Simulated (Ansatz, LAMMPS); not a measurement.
# Convergence of a linear-scaling basis for ionic liquid BMIM+ methanesulfonate with water at 400 K (108 atoms)

Wanted: errors and times of a linear-scaling basis for ionic liquid BMIM+ methanesulfonate with water at 400 K (108 atoms). A setting counts as converged where the r.m.s. difference of forces stays under 1 % of the r.m.s. force.

Main program and level: Ansatz 0.2.0; Kohn-Sham DFT, PBE+D3(BJ), PAW (set soft_2), plane waves.

## Step 1: The starting structure

The cell holds 108 atoms: 27 C, 6 N, 60 H, 3 S and 12 O. Its edges and angles: a = 10.310 Å, b = 10.310 Å, c = 10.310 Å, α = 90.0°, β = 90.0°, γ = 90.0°. 3 BMIM+, 3 methanesulfonate, 3 H2O placed at random, at 1.15 g/cm³; overlaps pushed apart, then 10 ps at 700 K with MMFF94 bonds, angles, torsions, charges and radii (Halgren, J. Comput. Chem. 17, 490 (1996)) in harmonic and 12-6 forms; SPC/E water (Berendsen, Grigera and Straatsma, J. Phys. Chem. 91, 6269 (1987)); charges of ions scaled by 0.8. Snapshot after 30 ps at 400 K and fixed volume.

What the set-up can't give: The network of contacts between molecules at the start is that of the classical potential that made the cell, and needn't be the one that DFT or experiment would give. The density was typed from a rule of thumb and may lie off the real one at this temperature. Only the Γ point is sampled, in a cell whose shortest periodic width is 10 Å.

## Step 2: The classical run that made the cell

A classical potential makes the cell, at a small fraction of what the same run would cost in DFT.

This step: classical MD, MMFF94 bonds, angles, torsions, charges and radii (Halgren, J. Comput. Chem. 17, 490 (1996)) in harmonic and 12-6 forms; SPC/E water (Berendsen, Grigera and Straatsma, J. Phys. Chem. 91, 6269 (1987)); charges of ions scaled by 0.8 (LAMMPS 22 Jul 2025 - Update 4).

in.lmp

```
# ionic liquid BMIM+ methanesulfonate with water
units real
atom_style full
boundary p p p
bond_style harmonic
angle_style harmonic
dihedral_style opls
improper_style harmonic
special_bonds lj 0 0 0.5 coul 0 0 0.75
read_data data.lmp
neigh_modify delay 0 every 1 check yes one 4000
comm_modify cutoff 12.0
timestep 0.5
thermo_style custom step time temp pe press density
thermo_modify norm yes
# push overlapping molecules apart
pair_style soft 2.6
pair_coeff * * 0.0
variable a equal ramp(1,60)
fix ad all adapt 1 pair soft a * * v_a
velocity all create 700 773330 mom yes dist gaussian
fix lim all nve/limit 0.03
fix lan all langevin 700 700 50 773331 zero yes
thermo 1000
run 3000 post no
unfix ad
pair_style lj/cut/coul/long 9.0
pair_modify mix arithmetic tail yes
pair_coeff 1 1 0.0678 3.3680   # C
pair_coeff 2 2 0.0721 3.1460   # N
pair_coeff 3 3 0.0678 3.5860   # C
pair_coeff 4 4 0.0678 3.3270   # C
pair_coeff 5 5 0.0216 2.5400   # H
pair_coeff 6 6 0.2681 3.4180   # S
# [... 22 lines left out ...]
compute msd all msd com yes
thermo 7500
fix md all nvt temp 400 400 100
run 30000 post no
print "== T400: mean square displacement over the hold $(c_msd[4]:%.2f) A^2"
unfix md
uncompute msd
write_dump all custom T400.dump id type xs ys zs modify sort id
```

Run with:

```
$ lmp -in in.lmp -log none -nocite
```

Standard output:

```text
LAMMPS (22 Jul 2025 - Update 4)
Reading data file ...
  orthogonal box = (0 0 0) to (10.30999 10.30999 10.30999)
  108 atoms
  orthogonal box = (0 0 0) to (10.30999 10.30999 10.30999)
  102 bonds
  174 angles
  168 dihedrals
  15 impropers
WARNING: Bond/angle/dihedral extent > half of periodic box length
   Step          Time           Temp          PotEng         Press         Density
         0   0              700            0.3370729     -1134.5538      1.1469982
      1000   500            582.03347      2.1832455      25158.28       1.1469982
      2000   1000           539.99911      2.0492817      26492.745      1.1469982
[... 46 lines left out ...]
Loop time of 2.76066 s on 1 MPI rank(s) for 5000 steps with 108 atoms
WARNING: Bond/angle/dihedral extent > half of periodic box length
   Step          Time           Temp          PotEng         Press         Density
[... 2 lines left out ...]
     30000   29000          351.89388     -1.1765939      9452.0321      1.1469982
     37500   36500          416.04683     -1.1154948      1554.4624      1.1469982
     45000   44000          370.2899      -1.1495803      3692.9009      1.1469982
     47000   46000          393.64162     -1.3260644      4174.284       1.1469982
WARNING: Bond/angle/dihedral extent > half of periodic box length
Loop time of 15.5352 s on 1 MPI rank(s) for 30000 steps with 108 atoms
== T400: mean square displacement over the hold 5.78 A^2
```

Wall time 27 s (1 thread of Intel Xeon at 2.80GHz (Skylake/Cascade Lake), shared host); peak memory 0.64 GiB.

The input also reads data.lmp (atoms, bonds and types; not printed here).

## Step 3: Plane-wave single point

The first run uses the default basis; a harder plane-wave run follows as the reference for the support functions.

input.yaml

```yaml
crystal:
  lattice:
    - [10.30999, 0.0, 0.0]
    - [0.0, 10.30999, 0.0]
    - [0.0, 0.0, 10.30999]
  atoms:
    - { symbol: C, position: [0.307, 0.94747, 0.84525] }
    - { symbol: C, position: [0.2654, 0.99103, 0.71229] }
    - { symbol: C, position: [0.17617, 0.11074, 0.71252] }
    - { symbol: C, position: [0.12893, 0.14042, 0.57423] }
    - { symbol: "N", position: [0.23973, 0.16562, 0.49465] }
    - { symbol: C, position: [0.31288, 0.27499, 0.49564] }
    - { symbol: C, position: [0.41386, 0.2566, 0.41808] }
    - { symbol: "N", position: [0.41212, 0.13004, 0.37579] }
    - { symbol: C, position: [0.49508, 0.0592, 0.28374] }
    - { symbol: C, position: [0.30477, 0.07736, 0.4213] }
    - { symbol: H, position: [0.37663, 0.01919, 0.88693] }
    - { symbol: H, position: [0.35667, 0.8554, 0.84484] }
    - { symbol: H, position: [0.21812, 0.9487, 0.90748] }
    - { symbol: H, position: [0.21802, 0.91174, 0.6563] }
    - { symbol: H, position: [0.35728, 0.01814, 0.65779] }
    - { symbol: H, position: [0.09651, 0.09991, 0.77846] }
    - { symbol: H, position: [0.23175, 0.19484, 0.74132] }
    - { symbol: H, position: [0.06533, 0.05349, 0.53887] }
    - { symbol: H, position: [0.07088, 0.22714, 0.56781] }
    - { symbol: H, position: [0.26434, 0.34578, 0.55695] }
    - { symbol: H, position: [0.48879, 0.31868, 0.37707] }
    - { symbol: H, position: [0.58306, 0.11191, 0.26143] }
    - { symbol: H, position: [0.43646, 0.03925, 0.19786] }
    - { symbol: H, position: [0.51828, 0.96352, 0.31809] }
    - { symbol: H, position: [0.28007, 0.97652, 0.42084] }
    - { symbol: C, position: [0.29199, 0.74384, 0.15312] }
    - { symbol: C, position: [0.41514, 0.70594, 0.09328] }
    - { symbol: C, position: [0.48194, 0.61208, 0.18685] }
    - { symbol: C, position: [0.63026, 0.59201, 0.1419] }
    - { symbol: "N", position: [0.6901, 0.47262, 0.20018] }
    - { symbol: C, position: [0.71621, 0.35641, 0.13077] }
    - { symbol: C, position: [0.7991, 0.29088, 0.20441] }
    - { symbol: "N", position: [0.80435, 0.35364, 0.32658] }
    - { symbol: C, position: [0.86091, 0.30454, 0.44696] }
    - { symbol: C, position: [0.7417, 0.46607, 0.31813] }
    - { symbol: H, position: [0.29652, 0.81754, 0.2245] }
    - { symbol: H, position: [0.24635, 0.66526, 0.20124] }
    - { symbol: H, position: [0.22781, 0.79139, 0.07248] }
    - { symbol: H, position: [0.47237, 0.79278, 0.07512] }
    - { symbol: H, position: [0.39053, 0.66378, 0.00023] }
    - { symbol: H, position: [0.48309, 0.64504, 0.28708] }
    - { symbol: H, position: [0.43491, 0.51962, 0.18709] }
    - { symbol: H, position: [0.68819, 0.67842, 0.17111] }
    - { symbol: H, position: [0.63836, 0.57811, 0.03906] }
    - { symbol: H, position: [0.67815, 0.3383, 0.0382] }
    - { symbol: H, position: [0.84592, 0.19892, 0.18748] }
    - { symbol: H, position: [0.77617, 0.27911, 0.50857] }
    - { symbol: H, position: [0.91582, 0.21904, 0.43264] }
    - { symbol: H, position: [0.92032, 0.37825, 0.49039] }
    - { symbol: H, position: [0.72738, 0.54033, 0.39313] }
    - { symbol: C, position: [0.08387, 0.62788, 0.58282] }
    - { symbol: C, position: [0.1307, 0.65682, 0.71631] }
    - { symbol: C, position: [0.03822, 0.71549, 0.80801] }
    - { symbol: C, position: [0.93148, 0.61622, 0.85354] }
    - { symbol: "N", position: [0.99999, 0.52167, 0.93515] }
    - { symbol: C, position: [0.04572, 0.40383, 0.89541] }
    - { symbol: C, position: [0.08663, 0.34122, 0.00832] }
    - { symbol: "N", position: [0.07219, 0.43371, 0.10789] }
    - { symbol: C, position: [0.09936, 0.40643, 0.24321] }
    - { symbol: C, position: [0.03601, 0.54431, 0.05673] }
    - { symbol: H, position: [0.99641, 0.56968, 0.59379] }
    - { symbol: H, position: [0.14748, 0.58332, 0.51691] }
    - { symbol: H, position: [0.0567, 0.71203, 0.52494] }
    - { symbol: H, position: [0.17171, 0.56575, 0.75788] }
    - { symbol: H, position: [0.21473, 0.72371, 0.70649] }
    - { symbol: H, position: [0.98874, 0.79243, 0.76571] }
    - { symbol: H, position: [0.09034, 0.7502, 0.89681] }
    - { symbol: H, position: [0.87494, 0.66555, 0.92127] }
    - { symbol: H, position: [0.87742, 0.55909, 0.79015] }
    - { symbol: H, position: [0.03972, 0.3847, 0.79509] }
    - { symbol: H, position: [0.12511, 0.24546, 0.0247] }
    - { symbol: H, position: [0.19904, 0.43528, 0.25096] }
    - { symbol: H, position: [0.0921, 0.29862, 0.25065] }
    - { symbol: H, position: [0.04434, 0.45255, 0.32018] }
    - { symbol: H, position: [0.01209, 0.64178, 0.09436] }
    - { symbol: C, position: [0.8, 0.92377, 0.42917] }
    - { symbol: S, position: [0.92004, 0.84666, 0.32379] }
    - { symbol: O, position: [0.90872, 0.70976, 0.35545] }
    [... 24 atom lines left out ...]
    - { symbol: O, position: [0.37789, 0.34337, 0.92499] }
    - { symbol: H, position: [0.41016, 0.40842, 0.86068] }
    - { symbol: H, position: [0.34635, 0.38931, 0.00438] }
    - { symbol: O, position: [0.03073, 0.06522, 0.11692] }
    - { symbol: H, position: [0.01848, 0.97917, 0.15996] }
    - { symbol: H, position: [0.95738, 0.08142, 0.05557] }
kpoints:
  mp_grid: { grid: [1, 1, 1] }
hamiltonian:
  xc: pbe
  dispersion: d3bj
scf:
  occupations: { method: fixed }
output:
  forces: true
  stress: true
  populations: true
  dos:
    method: { smearing: { sigma: 0.15 } }
    de: 0.1
    projected: { site_lists: { C: [C], H: [H], "N": ["N"], O: [O], S: [S] } }
  eigenvalues: true
  write_density: true
  write_potential: true
  volumetric_format: npy
```

Run with:

```
$ ansatz run input.yaml --threads 4 --pin off --max-ram 8192MiB --backend cpu --events-out ev --progress --plain --runs-dir out
```

Standard output:

```text
Engine: ansatz 0.2.0, aarch64-unknown-linux-gnu
Pseudopotentials: kind: paw
Pseudopotential: C, paw, valence charge 4, recommended cutoff 420 eV (normal), C.paw.azcp
Pseudopotential: N, paw, valence charge 5, recommended cutoff 420 eV (normal), N.paw.azcp
Pseudopotential: H, paw, valence charge 1, recommended cutoff 420 eV (normal), H.paw.azcp
Pseudopotential: S, paw, valence charge 6, recommended cutoff 420 eV (normal), S.paw.azcp
Pseudopotential: O, paw, valence charge 6, recommended cutoff 420 eV (normal), O.paw.azcp
[... 5 lines on functional and potentials left out ...]
Crystal: 108 atoms, lattice volume = 1095.910 Å³
Basis set: ecut = 420 eV, 21367 PW (Γ), exchange–correlation on 144×144×144 points (8 copies of the dense FFT grid, shifted against one another)
Bands: 252, of which v1, the nominal top of the filled ones, is band 144 counted from 1 (143 counted from 0)
Symmetry: 1 space group operations
Space group: P1 (ITA 1), of the structure as read, at distance tolerance 1.0e-4 Å
k-points: 1
[... 11 lines on functional and potentials left out ...]
Initial density: superposition of atomic densities (neutral atoms: chi_scale 0, normalization atom), corrected by the library's trained network
Initial wavefunctions: pseudopotential atomic-orbital guess
Functional: x = pbe(κ = 0.804, μ = 0.219515), c = pbe(β = 0.066725)
SCF iter   1: F=—  HF=-19554.781858 eV  |F-HF|=—  |Δ(HF+E_count)|=         —  Δρ=6.19e-3  dr2=8.02e-1  ethr=1.77e-3  ⟨swp⟩=4.0  Hψ=952  notcnv=0  defer=105
preconditioner: auto → Resta (q_TF=auto, 2.184 Å⁻¹)  ε∞=2.4  [insulator: Δε(μ)=3.890 eV  Ē_g=15.630 eV  n_scr=178 (ndim 8)  ℏωp=18.6 eV  f_vac=0.218  ε∞_Penn≈2.4]
SCF iter   2: F=—  HF=-19554.555702 eV  |F-HF|=—  |Δ(HF+E_count)|=   2.26e-1  Δρ=2.95e-3  dr2=1.70e-1  ethr=2.78e-4  ⟨swp⟩=3.0  Hψ=433  notcnv=0  defer=106
SCF iter   3: F=—  HF=-19554.518695 eV  |F-HF|=—  |Δ(HF+E_count)|=   3.70e-2  Δρ=1.48e-3  dr2=4.42e-2  ethr=5.92e-5  ⟨swp⟩=2.0  Hψ=261  notcnv=0  defer=106
SCF iter   4: F=—  HF=-19554.506909 eV  |F-HF|=—  |Δ(HF+E_count)|=   1.18e-2  Δρ=6.29e-4  dr2=5.49e-3  ethr=1.53e-5  ⟨swp⟩=2.0  Hψ=413  notcnv=0  defer=106
SCF iter   5: F=—  HF=-19554.506088 eV  |F-HF|=—  |Δ(HF+E_count)|=   8.22e-4  Δρ=2.89e-4  dr2=9.11e-4  ethr=1.91e-6  ⟨swp⟩=2.0  Hψ=295  notcnv=0  defer=106
SCF iter   6: F=—  HF=-19554.506076 eV  |F-HF|=—  |Δ(HF+E_count)|=   1.18e-5  Δρ=1.35e-4  dr2=1.87e-4  ethr=3.16e-7  ⟨swp⟩=2.0  Hψ=294  notcnv=0  defer=103
SCF iter   7: F=—  HF=-19554.506094 eV  |F-HF|=—  |Δ(HF+E_count)|=   1.75e-5  Δρ=3.68e-5  dr2=1.45e-5  ethr=6.50e-8  ⟨swp⟩=2.0  Hψ=293  notcnv=0  defer=101
SCF iter   8: F=—  HF=-19554.507295 eV  |F-HF|=—  |Δ(HF+E_count)|=   1.20e-3  Δρ=1.57e-5  dr2=2.50e-6  ethr=5.03e-9  ⟨swp⟩=2.0  Hψ=294  notcnv=0  defer=101
SCF iter   9: F=—  HF=-19554.507296 eV  |F-HF|=—  |Δ(HF+E_count)|=   6.82e-7  Δρ=6.30e-6  dr2=4.04e-7  ethr=8.67e-10  ⟨swp⟩=2.0  Hψ=294  notcnv=0  defer=101
SCF iter  10: F=-19554.507296 eV  HF=-19554.507296 eV  |F-HF|=1.91e-8  |Δ(HF+E_count)|=   5.22e-8  Δρ=2.37e-6  dr2=5.99e-8  ethr=3.47e-11  ⟨swp⟩=23.0  Hψ=2510  notcnv=0
SCF 1 converged in 10 iterations: F = -19554.507296 eV  dr2 = 5.99e-8
  greatest PAW one-centre occupation: 0.880 electrons in one spin orbital (limit 2), on the O atom at site 85 (counted from 0), in its partial waves of l = 0
SCF converged after 10 iterations
Free energy (F): -19554.507296 eV
Harris-Foulkes:  -19554.507296 eV  (|F-HF|=1.91e-8)
Internal energy: -19554.507296 eV  (E = F + TS)
E sigma→0 (E₀):  -19554.507296 eV
Fermi energy:    0.064000 eV
--- Per-component energies (eV) ---
  E_band       = -2233.040424
  E_kinetic    = 6578.637617
  E_local      = -20740.482692  (includes V_loc(G=0)·N_el)
  E_nonlocal   = 1772.053683
  E_hartree    = 7557.400165
  E_xc         = -3378.609062
  E_vxc        = -4157.278269  (∫ρ·V_xc dr)
  E_paw        = -7191.193142  (= ΣΔE_a)
  E_vpaw       = -800.719382  (= ΣTr[D̂ρ^β])
  E_aug_tail   = -0.051404  (compensation charges beyond the density's cutoff)
  E_ewald      = -4146.376997
  E_disp       = -5.885463  (pairwise vdW)
  E_smearing   = -0.000000  (= −TS)
  E_closure    = 0.000000  (closes the sum)
  Σ components = -19554.507296   (vs F -19554.507296, Δ=0.00e0)
--- Forces (eV/Å), atoms counted from 1 ---
  atom   1  C     -0.53109518     1.23618321     0.88402312
  atom   2  C      0.74828206     0.45392353    -1.09944647
  atom   3  C      0.76532396    -0.24748919    -0.92999703
  atom   4  C     -1.48937489    -1.80004023     0.67611066
  atom   5  N      1.35080952    -2.44992172    -1.89178746
  atom   6  C     -2.76385880     1.17519841     1.69577808
  atom   7  C      2.96499723     0.73792082    -1.67980350
  atom   8  N     -0.20177089    -0.45096598    -0.33947543
  atom   9  C     -0.67484328     0.30829710    -0.36079842
  atom  10  C     -1.42821145    -0.63655968     1.24821389
  atom  11  H     -0.43283283    -0.30983348    -0.09896096
  atom  12  H      0.01318822    -0.59845736     0.08359235
  atom  13  H      0.68494290    -0.36567159     0.00039387
  atom  14  H      0.14889915     0.23272766     0.25742507
[...]
atom 107  H     -0.26419445     1.21721730    -0.68426200
  atom 108  H      0.62150331    -0.57684497     0.47143692
  max |Σ_I F_I| component: 1.33e-4 eV/Å
--- Stress (GPa, compression-positive) ---
        2.401841      -0.604988       0.484104
       -0.604988       2.385889      -0.178253
        0.484104      -0.178253       3.164703
  P = ⅓ Tr σ = 2.6508 GPa (26.508 kbar)
--- Band table (eV) ---
  k-point 0: bands = ["-22.4453", "-22.4114", "-22.4094", "-22.1445", [... 236 levels ...], "11.0179", "11.0480", "11.1367", "11.2300", "11.2733", "11.3042", "11.4109", "11.4644", "11.4760", "11.5704", "11.6235", "11.6783"]
--- Löwdin populations: 108 sites ---
  site symbol       q [e]
     0      C      4.4405
     1      C      4.2441
     2      C      4.2812
[...]
107      H      0.6170
  spilling = 0.016195 (of n_electrons = 288.000000)
```

Wall time 12 s (4 threads of Arm Neoverse V1, shared host); peak memory 1.2 GiB; 45 s of CPU time.

The run gave:

```yaml
free_energy: -19554.5073 eV
free_energy_per_atom: -181.0603 eV/atom
scf_cycles: 10
pressure: 2.651 GPa
r_m_s_force_component: 0.9943 eV/Å
longest_force: 3.891 eV/Å
fermi_energy: 0.064 eV
spacing_of_highest_filled_and_lowest_empty_level: 3.039 eV
spilling_of_the_projection: 0.0162
```

The r.m.s. force component of 0.99 eV/Å sets the scale for the differences below.

## Step 4: Plane waves at 750 eV (750 eV)

The grid of the support functions holds more waves than the default cutoff, so they are judged against a harder plane-wave run.

input.yaml, the sections that differ from step 3:

```yaml
output:
  forces: true
  eigenvalues: true
basis:
  ecutwfc: "750 eV"
# crystal, kpoints, hamiltonian, scf: as in step 3
```

Standard output:

```text
[...]
Crystal: 108 atoms, lattice volume = 1095.910 Å³
Basis set: ecut = 750 eV, 51219 PW (Γ), exchange–correlation on 192×192×192 points (8 copies of the dense FFT grid, shifted against one another)
Bands: 252, of which v1, the nominal top of the filled ones, is band 144 counted from 1 (143 counted from 0)
Symmetry: 1 space group operations
[...]
k-points: 1
[...]
SCF iter   1: F=—  HF=-19555.183800 eV  |F-HF|=—  |Δ(HF+E_count)|=         —  Δρ=6.34e-3  dr2=8.06e-1  ethr=1.77e-3  ⟨swp⟩=4.0  Hψ=952  notcnv=0  defer=105
[...]
SCF iter   3: F=—  HF=-19554.918080 eV  |F-HF|=—  |Δ(HF+E_count)|=   3.75e-2  Δρ=1.49e-3  dr2=4.44e-2  ethr=5.95e-5  ⟨swp⟩=2.0  Hψ=261  notcnv=0  defer=20
automatic band count: iteration 3 solves 166 bands in place of 252: the levels show a gap, and the empty bands left out lie too high to hold charge; the band table lists the bands solved (type scf.n_extra_bands for more)
SCF iter   4: F=—  HF=-19554.906303 eV  |F-HF|=—  |Δ(HF+E_count)|=   1.18e-2  Δρ=6.31e-4  dr2=5.47e-3  ethr=1.54e-5  ⟨swp⟩=3.0  Hψ=338  notcnv=0  defer=20
SCF iter   5: F=—  HF=-19554.905492 eV  |F-HF|=—  |Δ(HF+E_count)|=   8.11e-4  Δρ=2.90e-4  dr2=9.09e-4  ethr=1.90e-6  ⟨swp⟩=2.0  Hψ=295  notcnv=0  defer=20
[...]
SCF iter   9: F=—  HF=-19554.906564 eV  |F-HF|=—  |Δ(HF+E_count)|=   6.31e-7  Δρ=6.50e-6  dr2=4.27e-7  ethr=9.35e-10  ⟨swp⟩=2.0  Hψ=294  notcnv=0  defer=15
SCF iter  10: F=-19554.906564 eV  HF=-19554.906564 eV  |F-HF|=1.56e-8  |Δ(HF+E_count)|=   5.60e-8  Δρ=2.32e-6  dr2=5.89e-8  ethr=3.47e-11  ⟨swp⟩=16.0  Hψ=866  notcnv=0
SCF 1 converged in 10 iterations: F = -19554.906564 eV  dr2 = 5.89e-8
[...]
SCF converged after 10 iterations
Free energy (F): -19554.906564 eV
[...]
Internal energy: -19554.906564 eV  (E = F + TS)
E sigma→0 (E₀):  -19554.906564 eV
Fermi energy:    0.063458 eV
[...]
Σ components = -19554.906564   (vs F -19554.906564, Δ=0.00e0)
--- Forces (eV/Å), atoms counted from 1 ---
  atom   1  C     -0.52858503     1.23321206     0.89366843
  atom   2  C      0.75138793     0.44873656    -1.11088529
  atom   3  C      0.76295818    -0.24045182    -0.91882187
  atom   4  C     -1.49757866    -1.79712497     0.67028535
[...]
atom 108  H      0.63489159    -0.58058653     0.48341564
  max |Σ_I F_I| component: 1.42e-4 eV/Å
--- Band table (eV) ---
[...]
```

Run time: 15 s. Hardware: 4 threads; peak memory 2.3 GiB; 57 s of CPU time.

Forces differ from the reference by 5.8 meV/Å r.m.s., 0.58 % of their size, within a tolerance of 1 %; the energy by -3.7 meV/atom.

(Continued in part 2 of 3.)

[Long decimals in the printed logs are rounded to 6 places.]

[Logs are printed without paths, hosts, clocks, repeated set-up lines and the standing remarks that a program may print on its own settings, such as how far it seeks lower states.]

[Hosts, paths, dates, database ids (printed as entryN), source tags and the programs' standing remarks are cut or masked in the printed files.]

[The MMFF94 radii named for the starting cell were scaled by 0.96; in molecules described by MMFF94, hydrogen bound to N, O or S took a small fixed 12-6 site in their place.]
